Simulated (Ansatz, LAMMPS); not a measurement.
# Elastic response of 71TiO2-29Al2O3 (mol %) with crystalline order left by the classical run (122 atoms), part 2 of 3

How stiff is 71TiO2-29Al2O3 (mol %) with crystalline order left by the classical run (122 atoms), and how do its levels respond to strain?

Ansatz 0.2.0; Kohn-Sham DFT, PBE, PAW (set soft_2), plane waves.

The cell: 24 Ti, 20 Al and 78 O. The quench rate of 6 K/ps far exceeds what a furnace or splat quench reaches. The network of bonds at the start is that of the classical potential that made the cell. Only the Γ point is sampled.

So far. Step 2 (Single point at the start): The r.m.s. force at the start is 0.63 eV/Å. Step 3 (Cell and atoms relaxed): The relaxation converged after 14 steps, with a largest force component of 0.042 eV/Å.

## Step 5: Volume -3 %

The relaxed cell is scaled evenly and the atoms are relaxed again; the stress at the end gives one point of P(V).

input.yaml

```yaml
crystal:
  lattice:
    - [11.12044, 0.12476, -0.06189]
    - [0.12476, 10.94694, 0.12805]
    - [-0.06189, 0.12805, 11.17131]
  atoms:
    [... the 122 atom lines of step 4 ...]
kpoints:
  mp_grid: { grid: [1, 1, 1] }
hamiltonian:
  xc: pbe
scf:
  occupations: { method: fixed }
output:
  forces: true
  eigenvalues: true
  stress: true
relax:
  f_tol: 0.05
  max_steps: 70
```

Run with:

```console
ansatz run input.yaml --threads 4 --pin off --max-ram 8192MiB --backend cpu --events-out ev --progress --plain --runs-dir out
```

Numbers of over 12 decimals in the logs are rounded to 6 here.

Log:

```text
Warning: output.stress: scf.convergence.dr2_threshold = 1e-7 eV (the SCF's general default) is looser than the 1.08e-8 eV advised for a printed stress (1e-10 eV for each atom of the cell: 122, of which 108 are counted). What an SCF threshold leaves in a stress goes as its square root, and in the free energy as the threshold itself, and one threshold admits the most on a small cell: [...]
[...]
Crystal: 122 atoms, lattice volume = 1359.537 Å³
Basis set: ecut = 420 eV, 26603 PW (Γ), exchange–correlation on 150×150×150 points (8 copies of the dense FFT grid, shifted against one another)
Bands: 530, of which v1, the nominal top of the filled ones, is band 408 counted from 1 (407 counted from 0)
Symmetry: 1 space group operations
[...]
k-points: 1
[...]
SCF iter   1: F=—  HF=-115162.552325 eV  |F-HF|=—  |Δ(HF+E_count)|=         —  Δρ=4.46e-3  dr2=2.22e-1  ethr=1.77e-3  ⟨swp⟩=4.0  Hψ=1764  notcnv=0  defer=116
[...]
SCF iter   6: F=—  HF=-115162.532247 eV  |F-HF|=—  |Δ(HF+E_count)|=   4.49e-5  Δρ=1.15e-4  dr2=1.95e-4  ethr=7.84e-8  ⟨swp⟩=2.0  Hψ=654  notcnv=0  defer=120
SCF iter   7: F=-115162.532241 eV  HF=-115162.532255 eV  |F-HF|=1.40e-5  |Δ(HF+E_count)|=   7.92e-6  Δρ=5.03e-5  dr2=3.70e-5  ethr=7.66e-9  ⟨swp⟩=10.0  Hψ=2480  notcnv=0
SCF 1 converged in 7 iterations: F = -115162.532241 eV  dr2 = 3.70e-5
[...]
relax step   1: F+E_penalty+E_count = -115162.53224129 eV  Δ(F+E_penalty+E_count) = +0.000e0 eV  max|allowed force component| = 3.978e-1 eV/Å  Δτ_max = 0.0000 Å  (7 SCF iters, dr2 threshold 6.25e-5 eV, accepted)
[...]
relax step   2: F+E_penalty+E_count = -115162.73283452 eV  Δ(F+E_penalty+E_count) = -2.006e-1 eV  max|allowed force component| = 2.433e-1 eV/Å  Δτ_max = 0.0392 Å  (7 SCF iters, dr2 threshold 9.89e-6 eV, accepted)
[...]
relax step   3: F+E_penalty+E_count = -115162.84529605 eV  Δ(F+E_penalty+E_count) = -1.125e-1 eV  max|allowed force component| = 1.524e-1 eV/Å  Δτ_max = 0.0491 Å  (8 SCF iters, dr2 threshold 3.70e-6 eV, accepted)
relax step   4: F+E_penalty+E_count = -115162.88024006 eV  Δ(F+E_penalty+E_count) = -3.494e-2 eV  max|allowed force component| = 1.942e-1 eV/Å  Δτ_max = 0.1007 Å  (8 SCF iters, dr2 threshold 8.69e-6 eV, accepted)
relax step   5: F+E_penalty+E_count = -115162.89695368 eV  Δ(F+E_penalty+E_count) = -1.671e-2 eV  max|allowed force component| = 1.712e-1 eV/Å  Δτ_max = 0.0508 Å  (7 SCF iters, dr2 threshold 1.48e-5 eV, accepted)
relax step   6: F+E_penalty+E_count = -115162.90438625 eV  Δ(F+E_penalty+E_count) = -7.433e-3 eV  max|allowed force component| = 7.269e-2 eV/Å  Δτ_max = 0.0437 Å  (7 SCF iters, dr2 threshold 2.28e-5 eV, accepted)
[...]
relax step   7: F+E_penalty+E_count = -115162.90748362 eV  Δ(F+E_penalty+E_count) = -3.097e-3 eV  max|allowed force component| = 4.217e-2 eV/Å  Δτ_max = 0.0217 Å  (9 SCF iters, accepted)
SCF converged after 9 iterations
Free energy (F): -115162.907484 eV
[...]
Internal energy: -115162.907484 eV  (E = F + TS)
E sigma→0 (E₀):  -115162.907484 eV
Fermi energy:    6.535029 eV
[...]
Σ components = -115162.907484   (vs F -115162.907484, Δ=0.00e0)
--- Forces (eV/Å), atoms counted from 1 ---
  atom   1  Ti     0.01593407    -0.00354735    -0.00201958
  atom   2  Ti     0.00844161     0.00914314     0.00621068
  atom   3  Ti     0.00781268    -0.00027627     0.00954784
  atom   4  Ti     0.00664483     0.00033169     0.01166785
[...]
atom 122  O      0.00163406    -0.00356271    -0.00053223
  max |Σ_I F_I| component: 1.04e-4 eV/Å
--- Stress (GPa, compression-positive) ---
        3.473622      -0.128676      -0.059555
       -0.128675       2.836232      -0.274322
       -0.059552      -0.274321       3.028523
  P = ⅓ Tr σ = 3.1128 GPa (31.128 kbar)
--- Band table (eV) ---
[...]
--- Relaxed structure (7 steps of the walk, 7 accepted, 0 SCFs on fresh bases) ---
  F+E_penalty+E_count = -115162.90748362 eV   max|allowed force component| = 4.217e-2 eV/Å
  atoms:
    - { symbol: Ti, position: [0.635363, 0.607588, 0.397992] }
    - { symbol: Ti, position: [0.069435, 0.077448, 0.614366] }
    - { symbol: Ti, position: [0.708517, 0.990000, 0.492416] }
    - { symbol: Ti, position: [0.408959, 0.552977, 0.569551] }
[...]
- { symbol: O, position: [0.894992, 0.597711, 0.942946] }
```

The job ended after 75 s (4 threads of Intel Xeon 6975P-C (Granite Rapids), shared host; peak memory 2.2 GiB; 4.7 min of CPU time).

The program notes that the SCF threshold is loose for the stress.

The relaxation converged after 7 steps, 0.375 eV below its start, with a largest force component of 0.042 eV/Å.

Volume -3 %: the energy stands 0.402 eV above that of the reference, at a pressure of 3.11 GPa.

## Step 6: Volume +3 %

The relaxed cell is scaled to another volume.

Input and log are left out; they have the form of those shown for this kind of step.

The job ended after 79 s (4 threads of Intel Xeon 6975P-C (Granite Rapids), shared host; peak memory 2.4 GiB).

The relaxation converged after 7 steps, 0.337 eV below its start, with a largest force component of 0.023 eV/Å.

Volume +3 %: the energy stands 0.380 eV above that of the reference, at a pressure of -2.72 GPa.

## Step 7: Volume -6 %

The relaxed cell is scaled to another volume.

Input and log are left out; they have the form of those shown for this kind of step.

Elapsed: 2.1 min, on 4 threads of Intel Xeon 6975P-C (Granite Rapids), shared host; peak memory 2.2 GiB; 7.9 min of CPU time.

The relaxation converged after 12 steps, 1.88 eV below its start, with a largest force component of 0.028 eV/Å.

Volume -6 %: the energy stands 1.42 eV above that of the reference, at a pressure of 5.52 GPa.

## Step 8: Volume +6 %

The relaxed cell is scaled to another volume.

Input and log are left out; they have the form of those shown for this kind of step.

Wall time 3.1 min (4 threads of Intel Xeon 6975P-C (Granite Rapids), shared host); peak memory 2.5 GiB.

The relaxation converged after 15 steps, 1.44 eV below its start, with a largest force component of 0.029 eV/Å.

Volume +6 %: the energy stands 1.26 eV above that of the reference, at a pressure of -3.88 GPa.

## Step 9: Volume -10 %

The relaxed cell is scaled to another volume.

input.yaml, the sections that differ from step 5:

```yaml
crystal:
  lattice:
    - [10.84623, 0.12168, -0.06036]
    - [0.12168, 10.67701, 0.1249]
    - [-0.06036, 0.1249, 10.89585]
  atoms:
    [... the 122 atom lines of step 4 ...]
# kpoints, hamiltonian, scf, output, relax: as in step 5
```

Log:

```text
[...]
Crystal: 122 atoms, lattice volume = 1261.426 Å³
Basis set: ecut = 420 eV, 24665 PW (Γ), exchange–correlation on 150×144×150 points (8 copies of the dense FFT grid, shifted against one another)
Bands: 530, of which v1, the nominal top of the filled ones, is band 408 counted from 1 (407 counted from 0)
Symmetry: 1 space group operations
[...]
k-points: 1
[...]
SCF iter   1: F=—  HF=-115153.510448 eV  |F-HF|=—  |Δ(HF+E_count)|=         —  Δρ=5.07e-3  dr2=2.74e-1  ethr=1.77e-3  ⟨swp⟩=4.0  Hψ=1776  notcnv=0  defer=120
[...]
SCF iter   6: F=—  HF=-115153.476768 eV  |F-HF|=—  |Δ(HF+E_count)|=   5.12e-5  Δρ=1.07e-4  dr2=1.50e-4  ethr=7.00e-8  ⟨swp⟩=2.0  Hψ=777  notcnv=0  defer=120
SCF iter   7: F=-115153.476772 eV  HF=-115153.476779 eV  |F-HF|=6.51e-6  |Δ(HF+E_count)|=   1.13e-5  Δρ=4.44e-5  dr2=2.54e-5  ethr=7.66e-9  ⟨swp⟩=10.0  Hψ=2626  notcnv=0
SCF 1 converged in 7 iterations: F = -115153.476772 eV  dr2 = 2.54e-5
[...]
relax step   1: F+E_penalty+E_count = -115153.47677242 eV  Δ(F+E_penalty+E_count) = +0.000e0 eV  max|allowed force component| = 1.521e0 eV/Å  Δτ_max = 0.0000 Å  (7 SCF iters, dr2 threshold 6.25e-5 eV, accepted)
[...]
relax step   2: F+E_penalty+E_count = -115155.91834848 eV  Δ(F+E_penalty+E_count) = -2.442e0 eV  max|allowed force component| = 9.275e-1 eV/Å  Δτ_max = 0.1137 Å  (7 SCF iters, dr2 threshold 1.00e-4 eV, accepted)
[...]
relax step   3: F+E_penalty+E_count = -115157.46142014 eV  Δ(F+E_penalty+E_count) = -1.543e0 eV  max|allowed force component| = 6.688e-1 eV/Å  Δτ_max = 0.1896 Å  (8 SCF iters, dr2 threshold 5.38e-5 eV, accepted)
relax step   4: F+E_penalty+E_count = -115158.37364947 eV  Δ(F+E_penalty+E_count) = -9.122e-1 eV  max|allowed force component| = 2.447e-1 eV/Å  Δτ_max = 0.2000 Å  (8 SCF iters, dr2 threshold 1.00e-4 eV, accepted)
relax step   5: F+E_penalty+E_count = -115158.68406613 eV  Δ(F+E_penalty+E_count) = -3.104e-1 eV  max|allowed force component| = 2.074e-1 eV/Å  Δτ_max = 0.2000 Å  (9 SCF iters, dr2 threshold 8.02e-6 eV, accepted)
relax step   6: F+E_penalty+E_count = -115158.90507326 eV  Δ(F+E_penalty+E_count) = -2.210e-1 eV  max|allowed force component| = 3.443e-1 eV/Å  Δτ_max = 0.2000 Å  (9 SCF iters, dr2 threshold 5.76e-6 eV, accepted)
relax step   7: F+E_penalty+E_count = -115159.00093139 eV  Δ(F+E_penalty+E_count) = -9.586e-2 eV  max|allowed force component| = 1.194e0 eV/Å  Δτ_max = 0.1939 Å  (7 SCF iters, dr2 threshold 8.52e-5 eV, accepted)
relax step   8: F+E_penalty+E_count = -115159.21366896 eV  Δ(F+E_penalty+E_count) = -2.127e-1 eV  max|allowed force component| = 3.918e-1 eV/Å  Δτ_max = 0.2000 Å  (8 SCF iters, dr2 threshold 1.00e-4 eV, accepted)
relax step   9: F+E_penalty+E_count = -115159.31042184 eV  Δ(F+E_penalty+E_count) = -9.675e-2 eV  max|allowed force component| = 6.616e-1 eV/Å  Δτ_max = 0.2000 Å  (8 SCF iters, dr2 threshold 1.65e-5 eV, accepted)
relax step  10: F+E_penalty+E_count = -115159.23899108 eV  Δ(F+E_penalty+E_count) = +7.143e-2 eV  max|allowed force component| = 1.034e0 eV/Å  Δτ_max = 0.1948 Å  (7 SCF iters, dr2 threshold 4.72e-5 eV, rejected (line search))
relax step  11: F+E_penalty+E_count = -115159.37538605 eV  Δ(F+E_penalty+E_count) = -6.496e-2 eV  max|allowed force component| = 3.121e-1 eV/Å  Δτ_max = 0.0974 Å  (11 SCF iters, accepted)
relax step  12: F+E_penalty+E_count = -115159.41756228 eV  Δ(F+E_penalty+E_count) = -4.218e-2 eV  max|allowed force component| = 3.061e-1 eV/Å  Δτ_max = 0.0978 Å  (7 SCF iters, dr2 threshold 2.17e-5 eV, accepted)
relax step  13: F+E_penalty+E_count = -115159.48206707 eV  Δ(F+E_penalty+E_count) = -6.450e-2 eV  max|allowed force component| = 3.179e-1 eV/Å  Δτ_max = 0.1500 Å  (8 SCF iters, dr2 threshold 2.09e-5 eV, accepted)
relax step  14: F+E_penalty+E_count = -115159.57742380 eV  Δ(F+E_penalty+E_count) = -9.536e-2 eV  max|allowed force component| = 5.931e-1 eV/Å  Δτ_max = 0.1950 Å  (6 SCF iters, dr2 threshold 9.72e-5 eV, accepted)
relax step  15: F+E_penalty+E_count = -115159.69858441 eV  Δ(F+E_penalty+E_count) = -1.212e-1 eV  max|allowed force component| = 4.580e-1 eV/Å  Δτ_max = 0.1950 Å  (7 SCF iters, dr2 threshold 1.00e-4 eV, accepted)
relax step  16: F+E_penalty+E_count = -115159.44318179 eV  Δ(F+E_penalty+E_count) = +2.554e-1 eV  max|allowed force component| = 2.386e0 eV/Å  Δτ_max = 0.1959 Å  (7 SCF iters, dr2 threshold 1.00e-4 eV, rejected (line search))
relax step  17: F+E_penalty+E_count = -115159.76469644 eV  Δ(F+E_penalty+E_count) = -6.611e-2 eV  max|allowed force component| = 3.903e-1 eV/Å  Δτ_max = 0.0980 Å  (12 SCF iters, accepted)
relax step  18: F+E_penalty+E_count = -115159.77797101 eV  Δ(F+E_penalty+E_count) = -1.327e-2 eV  max|allowed force component| = 1.653e-1 eV/Å  Δτ_max = 0.1000 Å  (7 SCF iters, dr2 threshold 9.09e-5 eV, accepted)
relax step  19: F+E_penalty+E_count = -115159.79253962 eV  Δ(F+E_penalty+E_count) = -1.457e-2 eV  max|allowed force component| = 1.567e-1 eV/Å  Δτ_max = 0.0405 Å  (8 SCF iters, dr2 threshold 4.90e-6 eV, accepted)
relax step  20: F+E_penalty+E_count = -115159.79669519 eV  Δ(F+E_penalty+E_count) = -4.156e-3 eV  max|allowed force component| = 2.157e-1 eV/Å  Δτ_max = 0.2000 Å  (9 SCF iters, dr2 threshold 4.40e-6 eV, accepted)
relax step  21: F+E_penalty+E_count = -115159.81532976 eV  Δ(F+E_penalty+E_count) = -1.863e-2 eV  max|allowed force component| = 1.046e-1 eV/Å  Δτ_max = 0.0521 Å  (6 SCF iters, dr2 threshold 4.18e-5 eV, accepted)
relax step  22: F+E_penalty+E_count = -115159.85832270 eV  Δ(F+E_penalty+E_count) = -4.299e-2 eV  max|allowed force component| = 2.278e-1 eV/Å  Δτ_max = 0.2000 Å  (9 SCF iters, dr2 threshold 2.57e-6 eV, accepted)
relax step  23: F+E_penalty+E_count = -115159.90963213 eV  Δ(F+E_penalty+E_count) = -5.131e-2 eV  max|allowed force component| = 4.087e-1 eV/Å  Δτ_max = 0.1949 Å  (8 SCF iters, dr2 threshold 1.22e-5 eV, accepted)
relax step  24: F+E_penalty+E_count = -115159.94802768 eV  Δ(F+E_penalty+E_count) = -3.840e-2 eV  max|allowed force component| = 4.683e-1 eV/Å  Δτ_max = 0.1648 Å  (6 SCF iters, dr2 threshold 1.00e-4 eV, accepted)
relax step  25: F+E_penalty+E_count = -115160.02882010 eV  Δ(F+E_penalty+E_count) = -8.079e-2 eV  max|allowed force component| = 1.736e-1 eV/Å  Δτ_max = 0.2000 Å  (7 SCF iters, dr2 threshold 1.00e-4 eV, accepted)
relax step  26: F+E_penalty+E_count = -115160.04122159 eV  Δ(F+E_penalty+E_count) = -1.240e-2 eV  max|allowed force component| = 1.375e-1 eV/Å  Δτ_max = 0.0559 Å  (8 SCF iters, dr2 threshold 4.14e-6 eV, accepted)
relax step  27: F+E_penalty+E_count = -115160.04916254 eV  Δ(F+E_penalty+E_count) = -7.941e-3 eV  max|allowed force component| = 4.797e-2 eV/Å  Δτ_max = 0.0454 Å  (8 SCF iters, dr2 threshold 2.60e-6 eV, accepted)
[...]
relax step  28: F+E_penalty+E_count = -115160.04916297 eV  Δ(F+E_penalty+E_count) = -4.332e-7 eV  max|allowed force component| = 4.804e-2 eV/Å  Δτ_max = 0.0000 Å  (5 SCF iters, accepted)
SCF converged after 5 iterations
Free energy (F): -115160.049163 eV
[...]
Internal energy: -115160.049163 eV  (E = F + TS)
E sigma→0 (E₀):  -115160.049163 eV
Fermi energy:    7.848818 eV
[...]
Σ components = -115160.049163   (vs F -115160.049163, Δ=0.00e0)
--- Forces (eV/Å), atoms counted from 1 ---
  atom   1  Ti    -0.00278579     0.01593547     0.00674666
  atom   2  Ti     0.02976026    -0.00676514    -0.04315862
  atom   3  Ti    -0.04804331     0.01206790    -0.00824994
  atom   4  Ti     0.00934431    -0.03118721     0.01469373
[...]
atom 122  O     -0.00365105    -0.00162075    -0.02758262
  max |Σ_I F_I| component: 1.12e-4 eV/Å
--- Stress (GPa, compression-positive) ---
        9.601202      -1.144493      -0.075509
       -1.144499       8.159144      -2.201565
       -0.075507      -2.201566       9.622442
  P = ⅓ Tr σ = 9.1276 GPa (91.276 kbar)
--- Band table (eV) ---
[...]
--- Relaxed structure (28 steps of the walk, 26 accepted, 0 SCFs on fresh bases) ---
  F+E_penalty+E_count = -115160.04916297 eV   max|allowed force component| = 4.804e-2 eV/Å
  atoms:
    - { symbol: Ti, position: [0.639544, 0.605606, 0.390012] }
    - { symbol: Ti, position: [0.053653, 0.059546, 0.621338] }
    - { symbol: Ti, position: [0.727036, 0.997588, 0.504411] }
    - { symbol: Ti, position: [0.416609, 0.550827, 0.558234] }
[...]
- { symbol: O, position: [0.895376, 0.601677, 0.948102] }
```

Elapsed: 5 min, on 4 threads; peak memory 2.2 GiB; 19 min of CPU time.

The relaxation converged after 28 steps, 6.57 eV below its start, with a largest force component of 0.048 eV/Å.

Volume -10 %: the energy stands 3.26 eV above that of the reference, at a pressure of 9.13 GPa.

## Step 10: Stretched by 1 % along x

The relaxed cell is strained along x alone, which gives the stiffness along x and its coupling to y and z.

input.yaml, the sections that differ from step 9:

```yaml
crystal:
  lattice:
    - [11.34626, 0.12603, -0.06252]
    - [0.12729, 11.05865, 0.12936]
    - [-0.06315, 0.12936, 11.28531]
  atoms:
    [... the 122 atom lines of step 4 ...]
# kpoints, hamiltonian, scf, output, relax: as in step 9
```

Log:

```text
[...]
Crystal: 122 atoms, lattice volume = 1415.600 Å³
Basis set: ecut = 420 eV, 27651 PW (Γ), exchange–correlation on 160×150×160 points (8 copies of the dense FFT grid, shifted against one another)
Bands: 530, of which v1, the nominal top of the filled ones, is band 408 counted from 1 (407 counted from 0)
Symmetry: 1 space group operations
[...]
k-points: 1
[...]
SCF iter   1: F=—  HF=-115163.168467 eV  |F-HF|=—  |Δ(HF+E_count)|=         —  Δρ=4.24e-3  dr2=2.12e-1  ethr=1.77e-3  ⟨swp⟩=4.0  Hψ=1764  notcnv=0  defer=116
[...]
SCF iter   6: F=—  HF=-115163.151716 eV  |F-HF|=—  |Δ(HF+E_count)|=   3.33e-5  Δρ=1.25e-4  dr2=2.47e-4  ethr=9.18e-8  ⟨swp⟩=2.0  Hψ=661  notcnv=0  defer=120
SCF iter   7: F=-115163.151699 eV  HF=-115163.151721 eV  |F-HF|=2.26e-5  |Δ(HF+E_count)|=   4.98e-6  Δρ=5.71e-5  dr2=5.11e-5  ethr=7.66e-9  ⟨swp⟩=10.0  Hψ=2688  notcnv=0
SCF 1 converged in 7 iterations: F = -115163.151699 eV  dr2 = 5.11e-5
[...]
relax step   1: F+E_penalty+E_count = -115163.15169863 eV  Δ(F+E_penalty+E_count) = +0.000e0 eV  max|allowed force component| = 4.484e-1 eV/Å  Δτ_max = 0.0000 Å  (7 SCF iters, dr2 threshold 6.25e-5 eV, accepted)
[...]
relax step   2: F+E_penalty+E_count = -115163.19459646 eV  Δ(F+E_penalty+E_count) = -4.290e-2 eV  max|allowed force component| = 1.916e-1 eV/Å  Δτ_max = 0.0179 Å  (6 SCF iters, dr2 threshold 1.26e-5 eV, accepted)
[...]
relax step   3: F+E_penalty+E_count = -115163.21587020 eV  Δ(F+E_penalty+E_count) = -2.127e-2 eV  max|allowed force component| = 9.933e-2 eV/Å  Δτ_max = 0.0170 Å  (10 SCF iters, accepted)
relax step   4: F+E_penalty+E_count = -115163.19864641 eV  Δ(F+E_penalty+E_count) = +1.722e-2 eV  max|allowed force component| = 1.947e-1 eV/Å  Δτ_max = 0.0838 Å  (11 SCF iters, rejected (line search))
[...]
relax step   5: F+E_penalty+E_count = -115163.22395338 eV  Δ(F+E_penalty+E_count) = -8.083e-3 eV  max|allowed force component| = 3.300e-2 eV/Å  Δτ_max = 0.0242 Å  (10 SCF iters, accepted)
SCF converged after 10 iterations
Free energy (F): -115163.223953 eV
[...]
Internal energy: -115163.223953 eV  (E = F + TS)
E sigma→0 (E₀):  -115163.223953 eV
Fermi energy:    6.029999 eV
[...]
Σ components = -115163.223953   (vs F -115163.223953, Δ=0.00e0)
--- Forces (eV/Å), atoms counted from 1 ---
  atom   1  Ti    -0.00217280    -0.00346198    -0.01850225
  atom   2  Ti     0.00760311    -0.01013672    -0.02074323
  atom   3  Ti    -0.00040701     0.00230049     0.00056431
  atom   4  Ti    -0.00991011     0.00646315     0.00301445
[...]
atom 122  O      0.00284758    -0.00414111    -0.00657882
  max |Σ_I F_I| component: 1.21e-4 eV/Å
--- Stress (GPa, compression-positive) ---
       -1.724780       0.071755       0.034410
        0.071755      -0.640131       0.046694
        0.034414       0.046696      -0.817320
  P = ⅓ Tr σ = -1.0607 GPa (-10.607 kbar)
--- Band table (eV) ---
[...]
--- Relaxed structure (5 steps of the walk, 4 accepted, 0 SCFs on fresh bases) ---
  F+E_penalty+E_count = -115163.22395338 eV   max|allowed force component| = 3.300e-2 eV/Å
  atoms:
    - { symbol: Ti, position: [0.634775, 0.606351, 0.399736] }
    - { symbol: Ti, position: [0.069406, 0.078897, 0.611504] }
    - { symbol: Ti, position: [0.707735, 0.984470, 0.492500] }
    - { symbol: Ti, position: [0.408642, 0.552550, 0.571669] }
[...]
- { symbol: O, position: [0.893101, 0.599682, 0.943673] }
```

The job ended after 61 s (4 threads; peak memory 2.3 GiB).

The relaxation converged after 5 steps, 0.0723 eV below its start, with a largest force component of 0.033 eV/Å.

Stretched by 1 % along x: the energy stands 0.0851 eV above that of the reference, at a pressure of -1.06 GPa.

(Part 2 of 3 ends here.)

[Logs are printed without paths, hosts, clocks, repeated set-up lines and the standing remarks that a program may print on its own settings, such as how far it seeks lower states.]

[Hosts, paths, dates, database ids (printed as entryN), source tags and the programs' standing remarks are cut or masked in the printed files.]
